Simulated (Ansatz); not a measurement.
Two G0W0 runs on AlIn2N3 (Cmc2_1).

```cif
data_structure
_symmetry_space_group_name_H-M 'P 1'
_symmetry_Int_Tables_number 1
_cell_length_a 5.9398
_cell_length_b 5.9398
_cell_length_c 5.5000
_cell_angle_alpha 90.000
_cell_angle_beta 90.000
_cell_angle_gamma 59.843
_cell_volume 167.79
loop_
_atom_site_label
_atom_site_type_symbol
_atom_site_fract_x
_atom_site_fract_y
_atom_site_fract_z
_atom_site_occupancy
Al1 Al 0.34124 0.65876 0.98922 1
Al2 Al 0.65876 0.34124 0.48922 1
In3 In 0.98830 0.33541 0.98712 1
In4 In 0.66459 0.01171 0.98712 1
In5 In 0.01171 0.66459 0.48712 1
In6 In 0.33541 0.98830 0.48712 1
N7 N 0.96886 0.33296 0.38564 1
N8 N 0.66704 0.03114 0.38564 1
N9 N 0.03114 0.66704 0.88564 1
N10 N 0.33296 0.96886 0.88564 1
N11 N 0.36864 0.63136 0.33727 1
N12 N 0.63136 0.36864 0.83727 1
```

The cell and positions are those that the Materials Project relaxed with its own functionals (PBE, PBE+U or r2SCAN), kept fixed.

The first (Ansatz 0.2.0; start PBE, 6×6×4 mesh, 151 empty bands, screening to 54 eV, PAW set soft_1 files; 1 × NVIDIA H100 80GB HBM3 (shared by 6 runs) with 2 threads of AMD EPYC 7R13 (Zen 3), shared host) gave, on its mesh: starting gap 0.88 eV, G0W0 gap 1.35 eV, RPA ε∞ (mean) 7.59, 2.4 min.

**Question.** The second changes empty bands from 151 to 427 and screening cutoff (eV) from 54 to 108. What does it give?

It gave: starting gap 0.88 eV, G0W0 gap 1.56 eV, RPA ε∞ (mean) 7.43, 5.9 min. The G0W0 gap moves by +0.22 eV, +0.00 eV from the start and +0.22 eV from the correction. Σc changes by −0.43 eV at the valence top and −0.22 eV at the conduction bottom, and Σx − Vxc between them by +0.00 eV.

Limits: not at the basis limit; no spin-orbit coupling; coarse k mesh.

[Paths, hosts, dates, memory and timing lines, banners, echoed tables and standing remarks are left out of the program output.]

[Logs are printed without paths, hosts, clocks, repeated set-up lines and the standing remarks that a program may print on its own settings, such as how far it seeks lower states.]

[Runs of the session that timed out or met a known fault of the program may be left out.]

[Cells called generated may have been cut or substituted from an entry of the Crystallography Open Database or the Materials Project.]

[Hosts, paths, dates, database ids (printed as entryN), source tags and the programs' standing remarks are cut or masked in the printed files.]
